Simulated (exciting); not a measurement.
# Electron–core-hole interaction in the Ga K spectrum of GaN, part 2 of 2

Wanted: the near-edge spectrum and the bound core excitons at the Ga K edge of GaN.

exciting sodium; X-ray absorption, core-level Bethe-Salpeter equation, exchange and statically screened direct term, Tamm-Dancoff, all-electron LAPW+lo LDA.

So far. Step 6 (Exchange alone): Maxima (height): 8.3 eV (0.86). The spectrum is that of the independent-particle run within 1 %. Step 7 (Direct term alone): Maxima (height): 1.9 eV (0.71) and 6.7 eV (1.00). The spectrum is that of the singlet run within 1 %.

The database entry behind the starting cell differs from later determinations by our own check (about 0.3 % short, ideal inner coordinate), so it need not match the best structure at ambient conditions.

### 9. Local-field cutoff

Changed against the first singlet run: cutoff of the screened term (bohr⁻¹) from 3 to 4.

Contents of input.xml:

```
<input>
  <title>GaN</title>
  <structure speciespath="." autormt="false" epslat="1.0e-5">
    <crystal>
      <basevect>6.0093290752 0.0000000000 0.0000000000</basevect>
      <basevect>-3.0046645376 5.2042316388 0.0000000000</basevect>
      <basevect>0.0000000000 0.0000000000 9.7623251580</basevect>
    </crystal>
    <species speciesfile="Ga.xml" rmt="2.059">
      <atom coord="0.6666666667 0.3333333333 0.5000000000"/>
      <atom coord="0.3333333333 0.6666666667 0.0000000000"/>
    </species>
    <species speciesfile="N.xml" rmt="1.492">
      <atom coord="0.6666666667 0.3333333333 0.8750000000"/>
      <atom coord="0.3333333333 0.6666666667 0.3750000000"/>
    </species>
  </structure>
  <groundstate do="skip" xctype="LDA_PW" ngridk="6 6 3" rgkmax="7" gmaxvr="14" nempty="8" swidth="0.001" maxscl="100" epsengy="1e-5"/>
  <xs xstype="BSE" ngridk="5 5 3" ngridq="5 5 3" vkloff="0.097 0.273 0.493" rgkmax="7" nempty="22" gqmax="4" lmaxapwwf="5" lmaxemat="2" broad="0.03344" tevout="true">
    <energywindow intv="374.528 376.145" points="439"/>
    <screening screentype="full" nempty="40"/>
    <BSE xas="true" xasspecies="1" xasatom="1" xasedge="K" bsetype="singlet" nstlxas="1 18"/>
    <qpointset>
      <qpoint>0 0 0</qpoint>
    </qpointset>
    <plan>
      <doonly task="xsgeneigvec"/>
      <doonly task="screen"/>
      <doonly task="scrcoulint"/>
    </plan>
  </xs>
</input>
```

Contents of input.xml for the exchange start (cutoff and plan only):

```
  gqmax="3"
  <plan>
    <doonly task="exccoulint"/>
  </plan>
```

Command:

```
> OMP_NUM_THREADS=1 mpirun -n 2 exciting
> OMP_NUM_THREADS=1 mpirun -n 2 exciting
```

Numbers of over 12 decimals in the logs are rounded to 6 here.

The log of the run:

```text
| EXCITING SODIUM started for task xsgeneigvec ( 301)                          =
One-shot GS runs for BSE calculations
One-shot GS runs for k+qmt/2 grids
Info(xsgeneigvec): Generating eigenvectors for Q-point      1
Info(xsgeneigvec): Generation of eigenvectors finished
| EXCITING SODIUM started for task screen ( 430)                               =
Info(screenlauncher): Calculating screening for unshifted q-grid.
Info(screenlauncher): Number of q points:      15
Info(screenlauncher): lowest (partially)  unoccupied state:     19
Info(screenlauncher): highest (partially) occupied state  :     18
Info(screenlauncher): number of occupied states considered:   18
Info(screenlauncher): number of unoccupied states considered:   41
Info(screenlauncher): Starting loop over q-points
Info(screenlauncher): Screening for unshifted q-grid finished
Info(screenlauncher): Screening finished
| EXCITING SODIUM started for task scrcoulint ( 440)                           =
Info(scrcoulintlauncher): Setting up screened Coulomb interaction matrix W.
Info(scrcoulintlauncher): Using momentum transfer vectors from list :   1 to  1
Info(scrcoulintlauncher): Calculating screened Coulomb interaction matrix W
Info(scrcoulintlauncher): Momentum transfer list index: iqmt=  1
Info(scrcoulintlauncher): Momentum transfer: vqmtl=   0.000   0.000   0.000
Info(scrcoulintlauncher): Calculating RR block of W
Info(scrcoulint): Inspecting occupations...
Info(setranges_modxs): Number of non-reduced k-points:       75
Info(setranges_modxs): Number of states considered:       41
Info(setranges_modxs): Number of (partially) occupied states:       18
Info(setranges_modxs): Highest (partially) occupied states:       18
Info(setranges_modxs): Number of (partially) unoccupied states:       23
Info(setranges_modxs): Lowest (partially) unoccupied states:       19
Info(scrcoulint): Selecting transitions...
Info(select_transitions): Inspecting transitions in the  band interval:
  lowest occupied state:   1
  highest occupied state:   2
  lowest unoccupied state:  19
  highest unoccupied state:  36
  Opening gap with a scissor of:      0.000/H      0.000/eV
Info(select_transitions): Number of participating transitions:    2700
Info(scrcoulint): Size of file SCCLI will be about     0.055039 GB
Info(scrcoulint): Using q-grid
Info(scrcoulint): Number of reduced q-points:     15
Info(scrcoulint): Number of non-reduced q-points:     75
Info(scrcoulint): Calculating W(G1,G2,qr) fourier coefficients
Info(scrcoulint): Calculating W matrix elements
Info(scrcoulintlauncher): Screened coulomb interaction finished for iqmt=   1
| EXCITING SODIUM started for task exccoulint ( 441)                           =
Info(exccoulintlauncher): Setting up exchange interaction matrix V.
Info(exccoulintlauncher): Using momentum transfer vectors from list :   1 to  1
Info(exccoulintlauncher):Calculating exchange interaction matrix V
Info(exccoulintlauncher): Momentum transfer list index: iqmt=  1
Info(exccoulintlauncher): Momentum transfer: vqmtl=   0.000   0.000   0.000
Info(exccoulintlauncher): Calculating RR block of V
Info(exccoulint): Inspecting occupations...
Info(setranges_modxs): Number of non-reduced k-points:       75
Info(setranges_modxs): Number of states considered:       41
Info(setranges_modxs): Number of (partially) occupied states:       18
Info(setranges_modxs): Highest (partially) occupied states:       18
Info(setranges_modxs): Number of (partially) unoccupied states:       23
Info(setranges_modxs): Lowest (partially) unoccupied states:       19
Info(exccoulint): Selecting transitions...
Info(select_transitions): Inspecting transitions in the  band interval:
  lowest occupied state:   1
  highest occupied state:   2
  lowest unoccupied state:  19
  highest unoccupied state:  36
  Opening gap with a scissor of:      0.000/H      0.000/eV
Info(select_transitions): Number of participating transitions:    2700
Info(exccoulint): Size of file EXCLI will be about     0.055039 GB
```

Run time: 19 min. Hardware: 2 MPI ranks of Arm Neoverse V2, shared host.

The run was cut off at its time limit.

### 10. Coarser mesh

Changed against the first singlet run: k mesh from 5×5×3 to 3×3×2.

input.xml, as its differences from that of step 9:

```diff
@@ -18,3 +18,3 @@
   <groundstate do="skip" xctype="LDA_PW" ngridk="6 6 3" rgkmax="7" gmaxvr="14" nempty="8" swidth="0.001" maxscl="100" epsengy="1e-5"/>
-  <xs xstype="BSE" ngridk="5 5 3" ngridq="5 5 3" vkloff="0.097 0.273 0.493" rgkmax="7" nempty="22" gqmax="4" lmaxapwwf="5" lmaxemat="2" broad="0.03344" tevout="true">
+  <xs xstype="BSE" ngridk="3 3 2" ngridq="3 3 2" vkloff="0.097 0.273 0.493" rgkmax="7" nempty="22" gqmax="3" lmaxapwwf="5" lmaxemat="2" broad="0.03344" tevout="true">
     <energywindow intv="374.528 376.145" points="439"/>
@@ -27,4 +27,8 @@
       <doonly task="xsgeneigvec"/>
+      <doonly task="writepmatxs"/>
+      <doonly task="scrgeneigvec"/>
+      <doonly task="scrwritepmat"/>
       <doonly task="screen"/>
       <doonly task="scrcoulint"/>
+      <doonly task="exccoulint"/>
     </plan>
```

Contents of input.xml for the last start (plan only):

```
  <plan>
    <doonly task="bse"/>
  </plan>
```

Command:

```
> OMP_NUM_THREADS=1 mpirun -n 2 exciting
> OMP_NUM_THREADS=2 exciting
```

The log of the run:

```text
| EXCITING SODIUM started for task xsgeneigvec ( 301)                          =
One-shot GS runs for BSE calculations
One-shot GS runs for k+qmt/2 grids
Info(xsgeneigvec): Generating eigenvectors for Q-point      1
Info(xsgeneigvec): Generation of eigenvectors finished
| EXCITING SODIUM started for task writepmatxs ( 320)                          =
Info(writepmatxs): Momentum matrix elements finished
| EXCITING SODIUM started for task scrgeneigvec ( 401)                         =
One-shot GS runs for BSE calculations
One-shot GS runs for k+qmt/2 grids
[...]
Info(setup_bse_block): Setting up RR part of hamiltonian
Info(setup_bse_block): Singlet spin state
Info(bse): Diagonalizing RR Hamiltonian (TDA)
Info(bse): Invoking Lapack routine ZHEEVR
       648 eigen solutions found in the interval:
         i1=       1 i2=     648
Info(bse): Writing excition energies and oscillator strengths to text file.
Info(makespectrum_dist): Making spectrum using formula for coupling with time reversed AR basis.
Info(makespectrum_dist): Using formalism for vanishing momentum transfer.
Info(writederived): Writing quantities derived from the macroscopic dielectric function.
Info(bselauncher): Spectrum finished for iqmt=  1
Info(bselauncher): All done for BSE type singlet
```

Run time: 2.9 min. Hardware: 2 MPI ranks.

These settings are cheaper. The spectrum differs from the singlet run by 4 % r.m.s. The first bright state moves from 1.33 to 1.06 eV. The lowest bare transition of this run lies at 1.65 eV, against 0.91. A coarse mesh samples few band energies, and it inflates the long-range part of the attraction.

| E (eV) | first run | this run |
| --- | --- | --- |
| -5.0 | 0.03 | 0.03 |
| -4.0 | 0.04 | 0.04 |
| -3.0 | 0.05 | 0.05 |
| -2.0 | 0.07 | 0.07 |
| -1.0 | 0.10 | 0.10 |
| 0.0 | 0.19 | 0.19 |
| 1.0 | 0.44 | 0.44 |
| 2.0 | 0.70 | 0.65 |
| 3.0 | 0.60 | 0.61 |
| 4.0 | 0.67 | 0.70 |
| 5.0 | 0.79 | 0.78 |
| 6.0 | 0.88 | 0.92 |
| 7.0 | 0.97 | 0.96 |
| 8.0 | 0.73 | 0.71 |
| 9.0 | 0.62 | 0.58 |
| 10.0 | 0.58 | 0.58 |
| 11.0 | 0.48 | 0.51 |
| 12.0 | 0.39 | 0.37 |
| 13.0 | 0.34 | 0.37 |
| 14.0 | 0.35 | 0.36 |
| 15.0 | 0.40 | 0.40 |
| 16.0 | 0.46 | 0.47 |
| 17.0 | 0.48 | 0.51 |

### 11. The levels of theory side by side

| level | curve passes 0.15 (eV) | highest maximum (eV) | its height |
| --- | --- | --- | --- |
| IP | 2.0 | 8.3 | 0.86 |
| RPA | 2.0 | 8.3 | 0.86 |
| direct only | -0.3 | 6.7 | 1.00 |
| singlet | -0.3 | 6.7 | 1.00 |

| E (eV) | IP | RPA | direct only | singlet |
| --- | --- | --- | --- | --- |
| -5.0 | 0.02 | 0.02 | 0.03 | 0.03 |
| -4.0 | 0.02 | 0.02 | 0.04 | 0.04 |
| -3.0 | 0.02 | 0.02 | 0.05 | 0.05 |
| -2.0 | 0.03 | 0.03 | 0.07 | 0.07 |
| -1.0 | 0.04 | 0.04 | 0.10 | 0.10 |
| 0.0 | 0.05 | 0.05 | 0.19 | 0.19 |
| 1.0 | 0.08 | 0.08 | 0.44 | 0.44 |
| 2.0 | 0.15 | 0.15 | 0.70 | 0.70 |
| 3.0 | 0.26 | 0.26 | 0.60 | 0.60 |
| 4.0 | 0.29 | 0.29 | 0.67 | 0.67 |
| 5.0 | 0.34 | 0.34 | 0.79 | 0.79 |
| 6.0 | 0.44 | 0.44 | 0.88 | 0.88 |
| 7.0 | 0.56 | 0.56 | 0.97 | 0.97 |
| 8.0 | 0.84 | 0.84 | 0.73 | 0.73 |
| 9.0 | 0.84 | 0.84 | 0.62 | 0.62 |
| 10.0 | 0.81 | 0.81 | 0.58 | 0.58 |
| 11.0 | 0.79 | 0.79 | 0.48 | 0.48 |
| 12.0 | 0.68 | 0.68 | 0.39 | 0.39 |
| 13.0 | 0.56 | 0.56 | 0.34 | 0.34 |
| 14.0 | 0.44 | 0.44 | 0.35 | 0.35 |
| 15.0 | 0.41 | 0.41 | 0.40 | 0.40 |
| 16.0 | 0.46 | 0.46 | 0.46 | 0.46 |
| 17.0 | 0.51 | 0.51 | 0.48 | 0.48 |

### 12. What came out

* absorber and edge: Ga K, atom 1
* surroundings: 4 N at 1.94 Å (tetrahedral, site symmetry 3m)
* first bright state: 1.33 eV from the Kohn–Sham onset, on this mesh
* highest maximum: 6.7 eV
* cost of the BSE run: 18 min on 2 MPI ranks of Arm Neoverse V2, shared host; the last task ran on as many threads

**Reading.** Is a core exciton bound? No bright one: the first bright state (over 5 % of the brightest) lies at 1.33 eV from the Kohn–Sham onset and at 0.42 eV from the lowest bare transition of its own mesh; weaker or dark states reach down to 0.27 eV. Changing the half width (eV) from 0.91 to 0.23 alters the spectrum by 33 % r.m.s. Exchange alone changes the independent-particle spectrum by 0.0 % r.m.s. Leaving exchange out of the full kernel changes the spectrum by 0.0 % r.m.s. Binding energies aren't converged on 75 k points, and fine structure above the first lines is partly noise of the mesh. The kernel cutoff is low for a compact core orbital, so the effect of exchange is a lower bound. The zero comes from the unshifted 6×6×3 ground-state mesh; it is exact only where the band minimum lies on that mesh. The Kohn–Sham onset, 10203 eV, is no photon energy (tabulated edge of the element: 10367 eV): the scale needs a rigid shift. Bands and screening come from semilocal DFT, whose small gap overscreens. Vibrations and energy-dependent lifetimes are left out. The structure is a published determination, not relaxed.

[Banner, clock and machine lines of the logs are left out without a mark of their own.]

[Logs are printed without paths, hosts, clocks, repeated set-up lines and the standing remarks that a program may print on its own settings, such as how far it seeks lower states.]

[Hosts, paths, dates, database ids (printed as entryN), source tags and the programs' standing remarks are cut or masked in the printed files.]
